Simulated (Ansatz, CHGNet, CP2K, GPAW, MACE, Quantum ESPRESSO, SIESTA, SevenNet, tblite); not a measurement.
# Codes compared on Ta(100)/ZrC(100) interface (56 atoms)

How near do other programs and methods come to a plane-wave reference for Ta(100)/ZrC(100) interface (56 atoms)? A plane-wave run serves as the reference.

Main program and level: Quantum ESPRESSO 7.5; Kohn-Sham DFT, PBE, SSSP efficiency 1.3.0 pseudopotentials, plane waves.

### 1. Starting point

The cell holds 56 atoms: 24 Ta, 16 Zr and 16 C. Its edges and angles: a = 13.619 Å, b = 6.606 Å, c = 11.983 Å, α = 90.0°, β = 90.0°, γ = 104.0°. Bcc Ta(100), 3 repeat layers, 8 surface cells, strained -0.00 and +0.00 %; rock-salt ZrC(100), 2 layers, 8 cells, -0.57 and -0.57 %; outer planes 3.13 Å apart and 3.19 Å at the second interface of the periodic stack; not relaxed, displaced by a Gaussian of 0.02 Å. Then every atom was moved at random, 0.02 Å r.m.s. a Cartesian component. Regions: Ta, 24 atoms (24 Ta); ZrC, 32 atoms (16 Zr and 16 C). The structure's axis is c.

### 2. Plane-wave reference

Contents of pw.in:

```
&control
  calculation = 'scf'
  pseudo_dir = './pseudo'
  outdir = './tmp'
  disk_io = 'none'
  tprnfor = .true.
  tstress = .true.
/
&system
  ibrav = 0
  nat = 56
  ntyp = 3
  ecutwfc = 45
  ecutrho = 360
  nosym = .true.
  occupations = 'smearing'
  smearing = 'fd'
  degauss = 0.003675
/
&electrons
  conv_thr = 2.8e-07
  electron_maxstep = 100
  mixing_beta = 0.2
  mixing_mode = 'local-TF'
  diagonalization = 'david'
/
ATOMIC_SPECIES
Ta 180.948 Ta.upf
Zr 91.224 Zr.upf
C 12.011 C.upf
CELL_PARAMETERS angstrom
13.61860 0.00000 0.00000
-1.60219 6.40876 0.00000
0.00000 0.00000 11.98281
ATOMIC_POSITIONS crystal
Ta 0.74718 0.36808 0.99353
Ta 0.62483 0.57201 0.13593
Ta 0.50020 0.24774 0.27793
Ta 0.74870 0.86377 0.00106
Ta 0.62452 0.06035 0.13806
Ta 0.50051 0.74443 0.27399
Ta 0.49942 0.24566 0.00106
Ta 0.37359 0.43634 0.14001
Ta 0.24969 0.12546 0.27439
Ta 0.50049 0.75155 0.99665
Ta 0.37444 0.93694 0.13703
Ta 0.25160 0.62938 0.27180
[... 40 atom lines left out ...]
Zr 0.27369 0.34537 0.53752
C 0.15187 0.53555 0.53967
Zr 0.15212 0.53506 0.73730
C 0.27969 0.35508 0.73653
K_POINTS gamma
```

Launch:

```bash
$ OMP_NUM_THREADS=1 mpirun -np 4 pw.x -in pw.in > output.txt
```

Log:

```text
Program PWSCF
     gamma-point specific algorithms are used
     one sub-group per band group will be used
     scalapack distributed-memory algorithm (size of sub-group:  2*  2 procs)
     Parallelization info
     sticks:   dense  smooth     PW     G-vecs:    dense   smooth      PW
     Min        2230    1114    280               203566    71962    9008
     Max        2232    1116    282               203570    71972    9010
     Sum        8923    4461   1125               814271   287869   36037
     bravais-lattice index     =            0
     lattice parameter (alat)  =      25.7354  a.u.
     unit-cell volume          =    7057.6765 (a.u.)^3
     number of atoms/cell      =           56
     number of atomic types    =            3
[... lines left out ...]
     scf convergence threshold =      2.8E-07
[... lines left out ...]
     number of k points=     1  Fermi-Dirac smearing, width (Ry)=  0.0037
[... lines left out ...]
     total energy              =   -5288.37325014 Ry
[... lines left out ...]
     total energy              =   -5282.27746283 Ry
[... lines left out ...]
     total energy              =   -5285.50997154 Ry
[... lines left out ...]
     c_bands:  1 eigenvalues not converged
[... lines left out ...]
     total energy              =   -5285.80780886 Ry
[... lines left out ...]
     total energy              =   -5285.80780894 Ry
[... lines left out ...]
   -54.1195 -54.1135 -54.0791 -54.0683 -54.0246 -54.0162 -54.0073 -53.9849
[...]
15.1035  15.1387  15.2106  15.2977  15.3255  15.3471  15.3737  15.4189
    15.4340  15.5001  15.5312  15.5723  15.6117  15.6291  15.6536  15.6678
    15.6992  15.8237  15.8653  15.8891  15.9325
     the Fermi energy is    13.4533 ev
!    total energy              =   -5285.80780894 Ry
     estimated scf accuracy    <       0.00000009 Ry
     smearing contrib. (-TS)   =      -0.02896513 Ry
     internal energy E=F+TS    =   -5285.77884381 Ry
     The total energy is F=E-TS. E is the sum of the following terms:
     one-electron contribution =   -1274.13461383 Ry
     hartree contribution      =     850.04225103 Ry
     xc contribution           =   -1367.45619894 Ry
     ewald contribution        =   -3395.43021141 Ry
     one-center paw contrib.   =     -98.80007067 Ry
     convergence has been achieved in  19 iterations
     negative rho (up, down):  3.367E+00 0.000E+00
     Forces acting on atoms (cartesian axes, Ry/au):
     atom    1 type  1   force =     0.01712071    0.01767676    0.05601108
     atom    2 type  1   force =     0.00793431   -0.05282983    0.00414947
     atom    3 type  1   force =    -0.00587533   -0.00336192   -0.04477692
[...]
atom   55 type  2   force =    -0.00796361    0.01452021    0.00447418
     atom   56 type  3   force =    -0.01083046   -0.02118912   -0.02795808
     Total force =     0.241829     Total SCF correction =     0.000698
     Computing stress (Cartesian axis) and pressure
     negative rho (up, down):  3.367E+00 0.000E+00
          total   stress  (Ry/bohr**3)                   (kbar)     P=     -120.57
  -0.00076284  -0.00003422   0.00014920         -112.22       -5.03       21.95
  -0.00003422  -0.00064014   0.00010607           -5.03      -94.17       15.60
   0.00014920   0.00010607  -0.00105584           21.95       15.60     -155.32
     Message from routine punch:
     Nothing written, as per user request (disk_io='none')
```

Elapsed: 3.3 min, on 4 MPI ranks of Arm Neoverse V1, shared host; peak memory 3.5 GiB.

Banners, paths, timers and routine set-up lines are dropped from the logs unmarked, and long logs keep their key lines alone; longer cuts are marked.

Numbers from this run:

```
r.m.s. force component : 0.4797 eV/Å
longest force          : 1.573 eV/Å
pressure               : -12.06 GPa
```

### 3. Local order

g(r), total and by pair (bins of 0.2 Å):

| r (Å) | total | Ta-Ta | Ta-C | Ta-Zr | C-C | C-Zr | Zr-Zr |
| --- | --- | --- | --- | --- | --- | --- | --- |
| 2.20 | 0.52 | 0.00 | 0.00 | 0.00 | 0.00 | 3.15 | 0.00 |
| 2.40 | 3.36 | 0.00 | 0.00 | 0.00 | 0.00 | 20.54 | 0.00 |
| 2.60 | 0.00 | 0.00 | 0.00 | 0.00 | 0.00 | 0.00 | 0.00 |
| 2.80 | 1.64 | 8.91 | 0.00 | 0.00 | 0.00 | 0.00 | 0.00 |
| 3.00 | 0.43 | 2.35 | 0.00 | 0.00 | 0.00 | 0.00 | 0.00 |
| 3.20 | 1.67 | 3.12 | 0.00 | 0.00 | 7.90 | 0.00 | 5.50 |
| 3.40 | 3.39 | 4.28 | 1.11 | 1.39 | 11.10 | 0.00 | 13.38 |
| 3.60 | 0.34 | 0.00 | 0.91 | 0.49 | 0.00 | 0.00 | 0.00 |
| 3.80 | 0.38 | 0.00 | 0.69 | 0.85 | 0.00 | 0.00 | 0.00 |
| 4.00 | 0.79 | 0.00 | 0.00 | 0.00 | 0.00 | 4.85 | 0.00 |
| 4.20 | 0.23 | 0.00 | 0.00 | 0.00 | 0.00 | 1.44 | 0.00 |
| 4.40 | 0.05 | 0.00 | 0.05 | 0.16 | 0.00 | 0.00 | 0.00 |
| 4.60 | 1.82 | 4.00 | 0.93 | 0.87 | 4.04 | 0.00 | 3.91 |
| 4.80 | 0.69 | 1.28 | 0.84 | 0.47 | 0.73 | 0.00 | 0.88 |
| 5.00 | 0.65 | 0.00 | 1.17 | 1.49 | 0.00 | 0.00 | 0.00 |
| 5.20 | 2.46 | 0.00 | 1.29 | 1.30 | 0.00 | 11.21 | 0.00 |
| 5.40 | 0.81 | 4.18 | 0.04 | 0.00 | 0.00 | 0.23 | 0.00 |
| 5.60 | 0.94 | 2.30 | 0.69 | 0.79 | 1.22 | 0.00 | 0.71 |
| 5.80 | 1.68 | 1.10 | 1.28 | 1.19 | 5.15 | 0.00 | 5.59 |
| 6.00 | 0.39 | 0.00 | 0.75 | 0.84 | 0.00 | 0.00 | 0.00 |
| 6.20 | 0.42 | 0.00 | 0.85 | 0.88 | 0.00 | 0.00 | 0.00 |
| 6.40 | 0.58 | 0.00 | 1.25 | 1.14 | 0.00 | 0.00 | 0.00 |
| 6.60 | 1.32 | 1.58 | 1.16 | 1.43 | 2.38 | 0.00 | 2.37 |
| 6.80 | 0.74 | 0.00 | 1.72 | 1.32 | 0.00 | 0.00 | 0.00 |
| 7.00 | 0.92 | 0.00 | 0.42 | 0.51 | 0.00 | 4.22 | 0.00 |
| 7.20 | 1.15 | 1.78 | 1.62 | 1.69 | 0.00 | 0.00 | 0.06 |
| 7.40 | 2.25 | 3.39 | 1.45 | 1.41 | 5.72 | 0.00 | 5.65 |
| 7.60 | 0.65 | 0.00 | 1.20 | 1.29 | 0.00 | 0.22 | 0.00 |

### 4. The other programs

The programs:
- CHGNet: machine-learned potential, published weights.
- CP2K 2026.2: Gaussian basis with GTH pseudopotentials and a plane-wave density; labels give functional, basis (MOLOPT sets; SR short-range, UZH the newer set with its own potentials), grid cutoff/relative cutoff and solver (OT: orbital transformation; TRS4, TC2, SIGN: linear-scaling purification with its sparsity filter), or its built-in tight binding.
- GPAW 26.7.0: PAW with atomic orbitals (LCAO), plane waves or a real-space grid of spacing h.
- MACE: machine-learned potential, published weights.
- Quantum ESPRESSO 7.5: plane waves; labels (QE) give functional, pseudopotential set and cutoffs of waves/density.
- SIESTA 5.4.2: numerical atomic orbitals, whose automatically made sets are far from complete, with PseudoDojo norm-conserving potentials that we converted to its format (checked against plane waves on the same files for H, C, O, Si, Ge and Ca alone); labels give functional, basis size, energy shift and mesh cutoff.
- SevenNet: machine-learned potential, published weights.
- tblite 0.8.0: extended tight binding, driven from Python.

All use the same cell and atoms; the electronic-structure runs use the same k-mesh, and an electronic temperature of 580 K (0.05 eV) where levels are smeared.

Differences are against the plane-wave reference, forces as r.m.s. over components; share is that over the reference's r.m.s. force, slope the least-squares factor from reference forces to these. Total energies of different programs have different zeros and aren't compared.

| run | Δ force, r.m.s. (meV/Å) | share (%) | slope | Δ pressure (GPa) | cores | CPU time | memory (GiB) |
| --- | --- | --- | --- | --- | --- | --- | --- |
| reference | - | - | - | - | 4 | 13 min | 3.5 |
| CHGNet r2SCAN potential | 327 | 68.2 | 0.351 | -1.10 | 1 | 3.9 s | 0.69 |
| CP2K PBE, DZVP-UZH, 300/50 Ry, diagonalisation (coarse) | 44.6 | 9.30 | 1.007 | 1.02 | 4 | 21 min | 4.2 |
| CP2K PBE, DZVP-UZH, 600/50 Ry, diagonalisation | 44.5 | 9.27 | 1.006 | 1.02 | 4 | 22 min | 6.1 |
| GPAW PBE, plane waves 450 eV | 19.7 | 4.10 | 0.991 | -0.496 | 2 | 9.5 min | 1.3 |
| MACE MP-0b3 medium potential | 407 | 84.9 | 0.351 | 3.01 | 1 | 8.5 s | 0.8 |
| QE PBE, sg15-1.2, 60/240 Ry (coarse) | 22.7 | 4.73 | 0.979 | 0.362 | 4 | 19 min | 2.1 |
| QE PBE, sssp-1.3.0-efficiency, 45/360 Ry, cg | 0.351 | 0.0731 | 1.000 | -7.0e-4 | 4 | 63 min | 3.4 |
| SIESTA PBE, DZP, shift 0.01 Ry, mesh 300 Ry | 82.6 | 17.2 | 0.972 | -0.853 | 2 | 6.9 min | 1.3 |
| SIESTA PBE, TZP, shift 0.01 Ry, mesh 300 Ry | 58.9 | 12.3 | 1.006 | -1.36 | 2 | 9.4 min | 1.6 |
| SIESTA RPBE, PBE potentials, DZP, shift 0.01 Ry, mesh 300 Ry | 92.6 | 19.3 | 0.933 | 1.44 | 2 | 6.5 min | 1.3 |
| SevenNet 0 potential | 531 | 111 | 0.351 | 3.11 | 1 | 8.5 s | 0.69 |
| tblite GFN1-xTB | 986 | 205 | -0.345 | 6.37 | 1 | 5.3 s | 0.11 |

Rows marked coarse were listed beforehand as settings not expected to be converged; some can still land near the reference.

Times of the machine-learned potentials are mostly Python's start and the loading of weights.

CPU time is summed over cores on a shared host, where runs went side by side, so it is rough. Symmetry, cutoffs, thresholds, outputs and thread counts weren't matched or tuned between programs; memory under MPI is the largest rank's times the ranks.

Runs without a result: CP2K GFN1-xTB, diagonalisation (not converged, the SCF not settling); GPAW PBE, LCAO dzp, h 0.2 Å (cut off at its time limit of 7.4 min); GPAW PBE, LCAO szp(dzp), h 0.2 Å (cut off at its time limit of 4.6 min); GPAW PBE, LCAO sz(dzp), h 0.2 Å (cut off at its time limit of 2.8 min).

Mean charges by element (e), by run and scheme:

| run | scheme | Ta | Zr | C |
| --- | --- | --- | --- | --- |
| CP2K PBE, DZVP-UZH, 600/50 Ry, diagonalisation | Mulliken | +0.05 | +0.25 | -0.33 |
| CP2K PBE, DZVP-UZH, 600/50 Ry, diagonalisation | Hirshfeld | +0.05 | +0.24 | -0.32 |
| SIESTA PBE, DZP, shift 0.01 Ry, mesh 300 Ry | Hirshfeld | +0.08 | +0.18 | -0.29 |
| SIESTA PBE, TZP, shift 0.01 Ry, mesh 300 Ry | Hirshfeld | +0.08 | +0.19 | -0.30 |
| SIESTA RPBE, PBE potentials, DZP, shift 0.01 Ry, mesh 300 Ry | Hirshfeld | +0.08 | +0.18 | -0.30 |
| tblite GFN1-xTB | Mulliken | -0.11 | +1.26 | -1.09 |

Within one program, basis, potentials and functional, energies share a zero. Each run against its twin at the usual cutoff or grid and solver:

| run | twin | Δ energy (meV/atom) | Δ force, r.m.s. (meV/Å) | CPU time over the twin's |
| --- | --- | --- | --- | --- |
| CP2K PBE, DZVP-UZH, 300/50 Ry, diagonalisation | DZVP-UZH, 600/50 Ry, diagonalisation | 0.0172 | 4.02 | 0.94 |
| QE PBE, sssp-1.3.0-efficiency, 45/360 Ry, cg | sssp-1.3.0-efficiency, 45/360 Ry | 0 | 0.351 | 4.8 |

### 5. Outcome

* reference r.m.s. force component: 0.480 eV/Å
* nearest in forces: QE PBE, sssp-1.3.0-efficiency, 45/360 Ry, cg, 0.073 %
* farthest in forces: tblite GFN1-xTB, 205 %
* cheapest electronic-structure run beside the reference: tblite GFN1-xTB, 5.3 s of CPU time

In words: PBE on plane waves or a grid with other potentials, cutoffs or grids, coarse settings apart, differs from the reference by 4.1 % (GPAW PBE, plane waves 450 eV) of the r.m.s. force; this holds the reference's own error, so differences of a few per cent don't tell which side is nearer the exact PBE result. With the reference's own potentials and cutoffs, another solver or threshold moves forces by 0.073 % (QE PBE, sssp-1.3.0-efficiency, 45/360 Ry, cg). The PBE runs in local orbitals, coarse settings apart, differ by 9.3 % (CP2K PBE, DZVP-UZH, 600/50 Ry, diagonalisation) to 17 % (SIESTA PBE, DZP, shift 0.01 Ry, mesh 300 Ry); basis, grid and potentials can all enter. Tight binding differs by 205 % (tblite GFN1-xTB); it is another model, with fitted parameters of its own, and the xTB methods hold dispersion. Machine-learned potentials differ by 68 % (CHGNet r2SCAN potential) to 111 % (SevenNet 0 potential); they were trained on other programs' data, some at another functional. The reference samples few k-points for this cell, and its sampling error, which other DFT runs on the same mesh share, can be part of so large a difference. Among those trained on PBE data the slope goes as low as 0.35, with a correlation of 0.36, so directions differ as well as sizes. Rows with another functional or a dispersion term differ by 19 % (SIESTA RPBE, PBE potentials, DZP, shift 0.01 Ry, mesh 300 Ry), which mixes the change of model with differences of basis and potentials, some of them made for another functional. Runs with settings chosen to be coarse differ by 4.7 % (QE PBE, sg15-1.2, 60/240 Ry) to 9.3 % (CP2K PBE, DZVP-UZH, 300/50 Ry, diagonalisation), their programs' other errors included. One electronic-structure run takes under half the reference's CPU time: tblite GFN1-xTB, at 205 % in 5.3 s against 13 min, too far off to be of use; its pressure misses by +6.4 GPa. Charges hang on model, scheme and program or settings: among these rows the mean for Zr runs from +0.18 to +1.26 e. In the reference: levels near the Fermi energy are neither full nor empty under the smearing, so no gap is quoted. Periodic xTB results under one method name differ between programs and library versions. The potentials hold different valence shells: 568 electrons in the reference, 904 in Quantum ESPRESSO with SG15; this bears on time and differences. The reference's pressure holds the uncorrected Pulay stress of its 45 Ry basis, so small pressure differences, and their order, may be the reference's own error. Machine-learned potentials mimic data converged in k, so the reference's own k-point error enters their differences. The reference's stress is far from hydrostatic: its diagonal is -11.2, -9.4, -15.5 GPa, compression counted positive. The host structure and its lattice constant were typed by rule, without a check against the phase diagram. The reference's pressure of -12 GPa says that the cell would shrink at this level of theory. The electronic-structure runs sample only Γ, in a cell whose shortest periodic width is 6 Å, which is coarse for a cell with partly filled levels. Spin–orbit coupling is left out, which matters for the levels of the heavy elements.

[Also dropped from logs without a mark: logging warnings of Python, and SIESTA's first energy breakdown and zero terms.]

[Logs are printed without paths, hosts, clocks, repeated set-up lines and the standing remarks that a program may print on its own settings, such as how far it seeks lower states.]

[Hosts, paths, dates, database ids (printed as entryN), source tags and the programs' standing remarks are cut or masked in the printed files.]
